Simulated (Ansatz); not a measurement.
# Selenium (P3_121, 3 atoms a cell): the dielectric response by several routes

Wanted: ε∞ of Selenium (P3_121, 3 atoms a cell) from perturbation theory, a sum over states and the RPA step of G0W0, with cost.

Calculated with Ansatz 0.2.0; linear response on PBE, plane waves, PAW.

### Step 1. The starting structure

The structure is trigonal, space group P3_121 (No. 152). The conventional cell has a = 4.366 Å, b = 4.366 Å, c = 4.954 Å, α = 90.00°, β = 90.00°, γ = 120.00°. Nearest to Se lie 2 Se at 2.37 Å.

The cell and positions come from the Crystallography Open Database and are kept as given unless a step says otherwise.

### Step 2. Response to a homogeneous field

The response to a uniform field gives ε∞, a yardstick for the screening that GW builds on its mesh.

This step: dielectric response by perturbation theory, PBE, plane waves, PAW; PAW set soft_1.

Contents of input.yaml:

```yaml
crystal:
  lattice:
    - [4.3662, 0.0, 0.0]
    - [-2.1831, 3.781240118, 0.0]
    - [0.0, 0.0, 4.9536]
  atoms:
    - { symbol: Se, position: [0.2254, 0.0, 0.3333333333] }
    - { symbol: Se, position: [0.0, 0.2254, 0.6666666667] }
    - { symbol: Se, position: [0.7746, 0.7746, 0.0] }
kpoints:
  mp_grid: { grid: [6, 6, 4] }
hamiltonian:
  xc: pbe
  pseudopotentials: { kind: paw, azcp: { folder: soft_1 } }
scf:
  occupations: { method: fixed }
dielectric: {}
```

Started as:

```bash
$ ansatz run input.yaml --threads 3 --pin off --max-ram 92160MiB --backend cuda --events-out ev --progress --plain --runs-dir out --devices 1 --max-vram 13GiB
```

Numbers of over 12 decimals in the logs are rounded to 6 here.

The program printed:

```text
GPUs: using 1 of 1 available (devices: 1).
Engine: ansatz 0.2.0, x86_64-unknown-linux-gnu
Pseudopotentials: kind: paw
Pseudopotential: Se, paw, valence charge 16, recommended cutoff 420 eV (normal), soft_1/Se.paw.azcp
Functional definition: PBE
  parameter kappa = 0.804
  parameter beta = 0.066725
  exchange = pbe_x(kappa = kappa, mu = beta*pi^2/3)
  correlation = pbe_c(beta = beta)
device memory: the entry about to start is reckoned to put 2.7 GiB on a device that reports 47.8 GiB free (of which the cap on the GPU budget leaves the run 13.0 GiB)
GPU FFT provider: cuFFT
GPU libraries: cuBLAS 13.8.2, cuFFT 12.4.0, cuSOLVER 12.3.4
Crystal: 3 atoms, lattice volume = 81.782 Å³
Basis set: ecut = 420 eV, 1583 PW (Γ), exchange–correlation on 60×60×72 points (8 copies of the dense FFT grid, shifted against one another)
Bands: 29, of which v1, the nominal top of the filled ones, is band 24 counted from 1 (23 counted from 0)
Symmetry: 6 space group operations
k-points: 76 of 144 (irreducible under 1 space group operation, time reversal used)
Non-local potential: Se, projectors of the file, l = 0: 2, l = 1: 2, l = 2: 3, l = 3: 1
PAW form: soft (Blöchl's): semilocal exchange-correlation on the pseudo side does not see the compensation charge
PAW one-centre angular grid: Se, 590 points (default); XC on 64 Gauss nodes
Initial density: superposition of atomic densities (chi_scale 0.1, normalization cell)
Initial wavefunctions: pseudopotential atomic-orbital guess
GPU buffer pool allocated for 32400 grid points (all kernels)
GPU transforms: local potential and band sums: pruned to the plane-wave sphere, on 30×30×36
Functional: x = pbe(κ = 0.804, μ = 0.219515), c = pbe(β = 0.066725)
SCF iter   1: F=—  HF=-16407.299562 eV  |F-HF|=—  |Δ(HF+E_count)|=         —  Δρ=2.78e-2  dr2=3.89e-1  ethr=3.10e-3  ⟨swp⟩=4.6  Hψ=8017  notcnv=0  defer=175
preconditioner: auto → Resta (q_TF=auto, 2.496 Å⁻¹)  ε∞=3.8  [insulator: Δε(μ)=1.127 eV  Ē_g=10.457 eV  n_scr=20 (ndim 8)  ℏωp=17.4 eV  f_vac=0.063  ε∞_Penn≈3.8]
SCF iter   2: F=—  HF=-16407.242305 eV  |F-HF|=—  |Δ(HF+E_count)|=   5.73e-2  Δρ=1.54e-2  dr2=1.23e-1  ethr=8.11e-4  ⟨swp⟩=2.0  Hψ=2968  notcnv=0  defer=217
SCF iter   3: F=—  HF=-16407.226550 eV  |F-HF|=—  |Δ(HF+E_count)|=   1.58e-2  Δρ=1.57e-3  dr2=1.72e-3  ethr=2.56e-4  ⟨swp⟩=2.6  Hψ=2830  notcnv=0  defer=224
SCF iter   4: F=—  HF=-16407.227408 eV  |F-HF|=—  |Δ(HF+E_count)|=   8.57e-4  Δρ=6.19e-4  dr2=2.30e-4  ethr=3.58e-6  ⟨swp⟩=2.0  Hψ=4105  notcnv=0  defer=227
SCF iter   5: F=—  HF=-16407.227508 eV  |F-HF|=—  |Δ(HF+E_count)|=   9.98e-5  Δρ=2.01e-4  dr2=3.77e-5  ethr=4.78e-7  ⟨swp⟩=2.0  Hψ=4105  notcnv=0  defer=227
SCF iter   6: F=—  HF=-16407.227560 eV  |F-HF|=—  |Δ(HF+E_count)|=   5.23e-5  Δρ=5.28e-5  dr2=2.41e-6  ethr=7.85e-8  ⟨swp⟩=2.0  Hψ=2812  notcnv=0  defer=148
SCF iter   7: F=—  HF=-16407.227620 eV  |F-HF|=—  |Δ(HF+E_count)|=   6.05e-5  Δρ=1.05e-5  dr2=6.72e-8  ethr=5.02e-9  ⟨swp⟩=2.0  Hψ=4004  notcnv=0  defer=76
SCF iter   8: F=—  HF=-16407.227621 eV  |F-HF|=—  |Δ(HF+E_count)|=   1.43e-7  Δρ=1.80e-6  dr2=1.93e-9  ethr=1.40e-10  ⟨swp⟩=2.0  Hψ=3952  notcnv=0  defer=76
SCF iter   9: F=-16407.227621 eV  HF=-16407.227621 eV  |F-HF|=1.38e-10  |Δ(HF+E_count)|=   5.02e-9  Δρ=3.24e-7  dr2=5.34e-11  ethr=1.00e-12  ⟨swp⟩=7.1  Hψ=9679  notcnv=0
SCF 1 converged in 9 iterations: F = -16407.227621 eV  dr2 = 5.34e-11
  greatest PAW one-centre occupation: 1.000 electrons in one spin orbital (limit 2), on the Se atom at site 0 (counted from 0), in its partial waves of l = 2
the response reads at least the filled bands of the reference SCF and the lowest empty band at each k-point, and that SCF's band table does not vouch for those bands. The notice of the band table in this run's record says why
device memory: the entry about to start is reckoned to put 0.1 GiB (of the 0.1 GiB reckoned in all, the device holds 0.1 GiB already) on a device that reports 47.7 GiB free (of which the cap on the GPU budget leaves the run 12.9 GiB)
device memory: the entry about to start is reckoned to put 1.3 GiB (of the 1.4 GiB reckoned in all, the device holds 0.1 GiB already) on a device that reports 47.7 GiB free (of which the cap on the GPU budget leaves the run 12.9 GiB)
DFPT response loops at Γ: preconditioner auto → Resta (q_TF=auto, 2.496 Å⁻¹)  ε∞=7.7 (no band partly filled); β = 1.00, the filter's whole step (`scf.mixing.beta` (0.50) is not read by the response loops at its default; to damp them type it under 1.00, their step now; it binds the ground state too); Broyden in place of MSR1
── the response to a field inside a basis, on 8×8×6 k-points: an SCF that follows is theirs, and a resumed run solves both again ──
device memory: the entry about to start is reckoned to put 0.4 GiB on a device that reports 60.6 GiB free (of which the cap on the GPU budget leaves the run 12.9 GiB)
GPU FFT provider: cuFFT
GPU libraries: cuBLAS 13.8.2, cuFFT 12.4.0, cuSOLVER 12.3.4
Bands: 25, of which v1, the nominal top of the filled ones, is band 24 counted from 1 (23 counted from 0)
k-points: 108 of 384 (irreducible under 2 space group operations, time reversal used)
Initial density: handed on by an earlier stage of this run
Initial wavefunctions: pseudopotential atomic-orbital guess (no wavefunctions were taken with the density)
GPU buffer pool allocated for 32400 grid points (all kernels)
GPU transforms: band sums: pruned to the plane-wave sphere, on 30×30×36
Eigensolver: Dense (108 Hₖ)
SCF iter   1: F=—  HF=-16407.223734 eV  |F-HF|=—  |Δ(HF+E_count)|=         —  Δρ=1.06e-4  dr2=4.04e-6  ethr=1.00e-1
preconditioner: auto → Resta (q_TF=auto, 2.496 Å⁻¹)  ε∞=5.6  [insulator: Δε(μ)=1.299 eV  Ē_g=8.150 eV  n_scr=20 (ndim 8)  ℏωp=17.4 eV  f_vac=0.095  ε∞_Penn≈5.6]
SCF iter   2: F=—  HF=-16407.223736 eV  |F-HF|=—  |Δ(HF+E_count)|=   2.00e-6  Δρ=6.06e-5  dr2=1.39e-6  ethr=8.43e-9
SCF iter   3: F=-16407.223737 eV  HF=-16407.223737 eV  |F-HF|=4.57e-8  |Δ(HF+E_count)|=   1.07e-6  Δρ=1.24e-5  dr2=9.22e-8  ethr=2.89e-9
SCF 1 converged in 3 iterations: F = -16407.223737 eV  dr2 = 9.22e-8
  greatest PAW one-centre occupation: 1.000 electrons in one spin orbital (limit 2), on the Se atom at site 1 (counted from 0), in its partial waves of l = 2
device memory: the entry about to start is reckoned to put 0.1 GiB (of the 0.3 GiB reckoned in all, the device holds 0.2 GiB already) on a device that reports 55.0 GiB free (of which the cap on the GPU budget leaves the run 12.8 GiB)
device memory: the entry about to start is reckoned to put 2.1 GiB on a device that reports 54.9 GiB free (of which the cap on the GPU budget leaves the run 12.9 GiB)
DFPT response loops at Γ: preconditioner auto → Resta (q_TF=auto, 2.496 Å⁻¹)  ε∞=6.8 (no band partly filled); β = 1.00, the filter's whole step (`scf.mixing.beta` (0.50) is not read by the response loops at its default; to damp them type it under 1.00, their step now; it binds the ground state too); Broyden in place of MSR1
SCF converged after 9 iterations
Free energy (F): -16407.227621 eV
Harris-Foulkes:  -16407.227621 eV  (|F-HF|=1.38e-10)
Internal energy: -16407.227621 eV  (E = F + TS)
E sigma→0 (E₀):  -16407.227621 eV
Fermi energy:    6.527484 eV
--- Per-component energies (eV) ---
  E_band       = -1244.103592
  E_kinetic    = 329.277897
  E_local      = -8421.312347  (includes V_loc(G=0)·N_el)
  E_nonlocal   = -1060.729569
  E_hartree    = 4372.044103
  E_xc         = -253.943263
  E_vxc        = -269.212476  (∫ρ·V_xc dr)
  E_paw        = -6390.988676  (= ΣΔE_a)
  E_vpaw       = -566.214205  (= ΣTr[D̂ρ^β])
  E_aug_tail   = -0.001113  (compensation charges beyond the density's cutoff)
  E_ewald      = -4981.574654
  E_smearing   = -0.000000  (= −TS)
  E_closure    = -0.000000  (closes the sum)
  Σ components = -16407.227621   (vs F -16407.227621, Δ=0.00e0)
--- Band table (eV; the first three rows and the last of 76) ---
  k-point 0: bands = [... 20 lower, 2.7575, 4.4708, 4.4708, 6.1043, 8.4024, 8.4024, 8.6787, 12.6867, ... 1 higher]
  k-point 1: bands = [... 20 lower, 3.0174, 4.5681, 4.9450, 5.6796, 7.9720, 8.0427, 8.2135, 13.2634, ... 1 higher]
  k-point 2: bands = [... 20 lower, 3.1291, 4.9683, 4.9683, 5.3905, 7.7285, 7.7285, 7.7961, 12.7991, ... 1 higher]
  k-point 75: bands = [... 20 lower, 2.2708, 4.5913, 5.1392, 6.5275, 8.1701, 9.2325, 9.4746, 12.7875, ... 1 higher]
--- Dielectric response (ions clamped): 3 representative field directions + reference, inside a basis on a mesh of 384 k-points (Σ response iterations 18) ---
  ε∞ (high-frequency dielectric tensor):
        9.256862     0.000000     0.000000
        0.000000     9.256862     0.000000
        0.000000     0.000000    14.269227
  Born effective charges Z* (e; rows j = field, columns β = displacement):
    site 0:
         0.84691    0.00000    0.00000
         0.00000   -0.84691    0.43096
         0.00000    0.80842    0.00000
    site 1:
        -0.42346   -0.73345   -0.37323
        -0.73345    0.42346   -0.21548
        -0.70011   -0.40421    0.00000
    site 2:
        -0.42346    0.73345    0.37323
         0.73345    0.42346   -0.21548
         0.70011   -0.40421    0.00000
  Z* charge neutrality: 5.838e-3 e pre-enforcement
  solved inside a basis spanned on kpoints, on 8×8×6 k-points, its susceptibility summed on 10×10×8: ε∞ is read to err by 7.9e-2, Z* by 2.1e-2 e (field_mesh: kpoints solves on kpoints); Z* is corrected for what the basis lacks
```

Elapsed: 53 s, on 1 × NVIDIA H100 80GB HBM3 (shared by 6 runs) with 3 threads of AMD EPYC 7R13 (Zen 3), shared host; peak memory 2.1 GiB; 93 s of CPU time.

Numbers from this step:

- stated error of ε∞: 0.079

One over ε∞ averages 0.10, well under the quarter of exact exchange in PBE0, which by this rule of thumb may open the gap too far.

High-frequency dielectric tensor:

```
 9.26  0.00  0.00
 0.00  9.26  0.00
 0.00  0.00 14.27
```

Born effective charge (e), principal values of the symmetric part by kind of site:

```tsv
atom	atoms with these values	low	middle	high	mean
Se1	3	-1.1740	0.3271	0.8469	0.0000
```

In full for Se1:

```
 0.8469  0.0000  0.0000
 0.0000 -0.8469  0.4310
 0.0000  0.8084  0.0000
```

### Step 3. Independent-particle spectrum

The independent-particle spectrum shows where the oscillator strength lies, before excitons and local fields.

This step: independent-particle optics on PBE, plane waves, PAW; PAW set soft_1.

Changes to input.yaml since step 2:

```diff
@@ -10,3 +10,3 @@
 kpoints:
-  mp_grid: { grid: [6, 6, 4] }
+  mp_grid: { grid: [6, 6, 6] }
 hamiltonian:
@@ -16,2 +16,4 @@
   occupations: { method: fixed }
-dielectric: {}
+  n_extra_bands: 56
+output:
+  optics: { e_range: [0, 25], de: 0.1, sigma: 0.2 }
```

The program printed:

```text
[...]
GPUs: using 1 of 1 available (devices: 1).
[...]
GPU FFT provider: cuFFT
GPU libraries: cuBLAS 13.8.2, cuFFT 12.4.0, cuSOLVER 12.3.4
Crystal: 3 atoms, lattice volume = 81.782 Å³
Basis set: ecut = 420 eV, 1583 PW (Γ)
Bands: 80, of which v1, the nominal top of the filled ones, is band 24 counted from 1 (23 counted from 0)
Symmetry: 6 space group operations
[...]
k-points: 34 of 216 (time reversal used)
[...]
GPU buffer pool allocated for 32400 grid points (all kernels)
[...]
SCF iter   1: F=—  HF=-16407.300503 eV  |F-HF|=—  |Δ(HF+E_count)|=         —  Δρ=2.78e-2  dr2=3.88e-1  ethr=3.10e-3  ⟨swp⟩=5.0  Hψ=9249  notcnv=0  defer=1737
[...]
SCF iter   9: F=-16407.228773 eV  HF=-16407.228773 eV  |F-HF|=0.00e0  |Δ(HF+E_count)|=  9.53e-10  Δρ=5.26e-8  dr2=1.68e-12  ethr=1.00e-12  ⟨swp⟩=10.4  Hψ=18206  notcnv=0
SCF 1 converged in 9 iterations: F = -16407.228773 eV  dr2 = 1.68e-12
[...]
Optics k sum: 0 of 34 k-points
Optics k sum: 2 of 34 k-points
[...]
Optics k sum: 34 of 34 k-points
[...]
SCF converged after 9 iterations
Free energy (F): -16407.228773 eV
[...]
Internal energy: -16407.228773 eV  (E = F + TS)
E sigma→0 (E₀):  -16407.228773 eV
Fermi energy:    6.527385 eV
[...]
--- Band table (eV; the first three rows and the last of 34) ---
  k-point 0: bands = [... 20 lower, 2.7573, 4.4706, 4.4706, 6.1041, 8.4023, 8.4023, 8.6786, 12.6864, ... 52 higher]
  k-point 1: bands = [... 20 lower, 2.9264, 4.4884, 4.7325, 5.9002, 8.1793, 8.1965, 8.4302, 13.3241, ... 52 higher]
  k-point 2: bands = [... 20 lower, 3.0893, 4.6725, 5.1613, 5.4261, 7.8001, 7.9125, 8.0043, 13.0129, ... 52 higher]
  k-point 33: bands = [... 20 lower, 1.5636, 5.5290, 6.2983, 6.2983, 7.5496, 9.2293, 9.2293, 13.1809, ... 52 higher]
```

Run time: 2.4 min. Hardware: 1 × NVIDIA H100 80GB HBM3 (shared by 6 runs) with 3 threads; peak memory 1.4 GiB; 5.9 min of CPU time.

This step gave:

```
ε∞ without local fields (xx, yy, zz)                                   : 10.64, 10.64, 15.36
electrons in the f-sum (xx, yy, zz)                                    : 20.52, 20.52, 20.58
bands in the explicit sum (the static value is completed to all bands) : 80
```

The sum gives ε∞ = 10.64 and 15.36 without local fields.

The ε₂ has structure finer than the step of the table below, so its rows give means over 1 eV, whole bins alone (the curve runs from 0 to 25 eV). Peaks (eV: height): xx=yy 3.0: 15.8; zz 3.0: 35.5.

Independent particles, no local fields, Gaussian width 0.2 eV. The ε₂ by photon energy; means over each step:

```tsv
photon energy (eV)	xx=yy	zz
1	1.02	0.597
2	6.09	9.76
3	13.9	29.1
4	8.52	11.6
5	3.53	5.06
6	3.89	4.92
7	4.21	7.49
8	4.85	4.86
9	4.63	3.17
10	4.04	1.49
11	3.50	1.70
12	2.38	1.12
13	1.48	0.898
14	1.01	0.700
15	0.878	0.580
16	0.697	0.554
17	0.543	0.517
18	0.433	0.387
19	0.325	0.256
20	0.277	0.222
21	0.232	0.181
22	0.171	0.139
23	0.146	0.123
24	0.125	0.104
```

Independent particles, no local fields, Gaussian width 0.2 eV. Table of loss function by photon energy; read off at these points:

```tsv
photon energy (eV)	xx=yy	zz
0.50	0	0
1.00	8.8e-4	5.7e-5
1.50	0.0213	0.00821
2.00	0.0274	0.0114
2.50	0.0330	0.0184
3.00	0.0543	0.0276
3.50	0.0813	0.044
4.00	0.113	0.0593
4.50	0.211	0.109
5.00	0.271	0.197
5.50	0.229	0.182
6.00	0.191	0.213
6.50	0.198	0.143
7.00	0.198	0.122
7.50	0.192	0.132
8.00	0.180	0.160
8.50	0.192	0.167
9.00	0.231	0.162
9.50	0.214	0.156
10.00	0.247	0.298
10.50	0.248	0.382
11.00	0.232	0.340
11.50	0.289	0.351
12.00	0.297	0.491
12.50	0.320	0.506
13.00	0.369	0.627
13.50	0.459	0.710
14.00	0.563	0.748
14.50	0.733	1.10
15.00	0.810	1.28
15.50	0.857	1.47
16.00	1.02	1.61
16.50	1.18	1.73
17.00	1.48	1.73
17.50	1.67	2.07
18.00	2.00	2.35
18.50	2.47	3.13
19.00	3.08	4.03
19.10	3.17	4.14
19.50	3.30	3.44
20.00	3.43	3.55
20.50	3.27	2.80
21.00	2.84	2.20
21.50	2.76	1.91
22.00	2.01	1.31
22.50	1.52	1.04
23.00	1.21	0.855
23.50	0.977	0.688
24.00	0.793	0.556
24.50	0.664	0.478
25.00	0.519	0.415
```

### Step 4. RPA screening from the G0W0 run

Now the one-shot GW correction: screening in the RPA, then the self-energy of the levels asked for. This step takes PAW set soft_1 files.

This step: G0W0 on PBE, plane waves, PAW; PAW set soft_1.

input.yaml, the sections that differ from step 3:

```yaml
kpoints:
  mp_grid: { grid: [6, 6, 4] }
scf:
  occupations: { method: fixed }
gw:
  n_empty_bands: 525
  ecut_chi: 200.0
  qp_bands: [v2, c2]
  qp_kpoints: band_edges
  screening: { model: contour_deformation }
# crystal, hamiltonian: as in step 3
# output: removed
```

The program printed:

```text
GPUs: using 1 of 1 available (devices: 1).
[...]
GPU FFT provider: cuFFT
GPU libraries: cuBLAS 13.8.2, cuFFT 12.4.0, cuSOLVER 12.3.4
Crystal: 3 atoms, lattice volume = 81.782 Å³
Basis set: ecut = 420 eV, 1583 PW (Γ)
Bands: 29, of which v1, the nominal top of the filled ones, is band 24 counted from 1 (23 counted from 0)
Symmetry: 6 space group operations
[...]
k-points: 24 of 144 (time reversal used)
[...]
1    26      8.0427   -10.6982    -3.9357   -14.6945  0.7315     8.1034     8.1032  root
[...]
23    23      6.2984   -17.4559     1.2317   -15.5637  0.7327     5.6267     5.6379  root
    23    24      6.2984   -17.4559     1.2317   -15.5637  0.7327     5.6267     5.6379  root
    23    25      7.5497   -11.3279    -3.6751   -15.0623  0.7429     7.6090     7.6089  root
    23    26      9.2295   -10.7515    -4.3052   -15.1531  0.7112     9.3261     9.3258  root
[key lines of the parts left out:]
SCF converged after 7 iterations
Free energy (F): -16407.227624 eV
Fermi energy:    6.527454 eV
```

It took 64 s on 1 × NVIDIA H100 80GB HBM3 (shared by 6 runs) with 3 threads; peak memory 2.5 GiB.

Numbers from this step:

```
bands summed                                 : 549
RPA ε∞ on this mesh (eigenvalues)            : 9.138, 9.138, 13.71
plane waves in the screening matrix          : 539
G0W0 gap on the mesh                         : 1.717 eV
k of the valence top                         : 0, -0.5, -0.5
k of the conduction bottom                   : 0.3333, 0.3333, -0.5
starting gap on the mesh                     : 1.022 eV
least direct G0W0 gap on the computed points : 1.971 eV
```

The gap on the mesh goes from 1.02 eV to 1.72 eV, a correction of +0.69 eV. Between the two edge states, bare exchange in place of the xc potential would open the gap by 5.37 eV, and correlation takes back 4.68 eV.

Mean over the mesh in bins of 0.25 1/Å. Table of static inverse dielectric function, diagonal by length of q+G:

length of q+G (Å⁻¹), static inverse dielectric function, diagonal and a bar from the least value:
```
     0.29      0.130 
     0.50      0.178 ##
     0.76      0.249 ####
     1.01      0.333 #######
     1.26      0.415 ##########
     1.51      0.498 #############
     1.76      0.574 ###############
     2.00      0.638 ##################
     2.25      0.695 ####################
     2.50      0.742 #####################
     2.74      0.779 #######################
     3.00      0.813 ########################
     3.26      0.842 #########################
     3.50      0.866 ##########################
     3.75      0.887 ##########################
     4.00      0.906 ###########################
     4.25      0.923 ############################
     4.50      0.937 ############################
     4.75      0.948 ############################
     5.00      0.957 #############################
     5.25      0.964 #############################
     5.50      0.970 #############################
     5.76      0.975 #############################
     6.00      0.979 ##############################
     6.25      0.983 ##############################
     6.50      0.986 ##############################
     6.75      0.988 ##############################
     7.00      0.991 ##############################
     7.19      0.992 ##############################
```

### Step 5. The values together

Times are wall times on 1 × NVIDIA H100 80GB HBM3 (shared by 6 runs) with 3 threads of AMD EPYC 7R13 (Zen 3), shared host, good to a factor of about two.

```tsv
method	mesh	ε∞, low	middle	high	mean	time
perturbation theory (local fields and xc kernel)	6×6×4 (response on 384 points)	9.26	9.26	14.27	10.93	53 s
sum over states (no local fields)	6×6×6	10.64	10.64	15.36	12.22	2.4 min
RPA with local fields, on the GW mesh	6×6×4	9.14	9.14	13.71	10.66	64 s
```

### Step 6. Summary of results

```yaml
perturbation_theory_local_fields_and_xc_kernel: 9.26, 9.26, 14.27
sum_over_states_no_local_fields: 10.64, 10.64, 15.36
rpa_with_local_fields_on_the_gw_mesh: 9.14, 9.14, 13.71
```

What this shows: Largest principal value of the Born effective charge (asymmetry η): Se1 -1.1740 (0.44), in e. The ε₂ (xx=yy) has its highest peak at 3 eV. The loss function (xx=yy) has its highest peak at 20 eV. The sum without local fields gives 12.22 in the mean against 10.93 by perturbation theory; local fields lower ε∞ and the xc kernel gives part of it back, though the sum also carries the error of its own mesh. The RPA values on the 6×6×4 mesh average 0.98 times those of perturbation theory (means 10.66 and 10.93, which can hide unlike anisotropies). Without the xc kernel RPA should lie a little lower, and the mean does, by little. PBE usually puts the gap too low, which tends to raise ε∞. Ions are clamped, so the lattice part of the static constant is not in these numbers.

[Paths, hosts, dates, memory and timing lines, banners, echoed tables and standing remarks are left out of the program output.]

[Logs are printed without paths, hosts, clocks, repeated set-up lines and the standing remarks that a program may print on its own settings, such as how far it seeks lower states.]

[Runs of the session that timed out or met a known fault of the program may be left out.]

[Cells called generated may have been cut or substituted from an entry of the Crystallography Open Database or the Materials Project.]

[Hosts, paths, dates, database ids (printed as entryN), source tags and the programs' standing remarks are cut or masked in the printed files.]
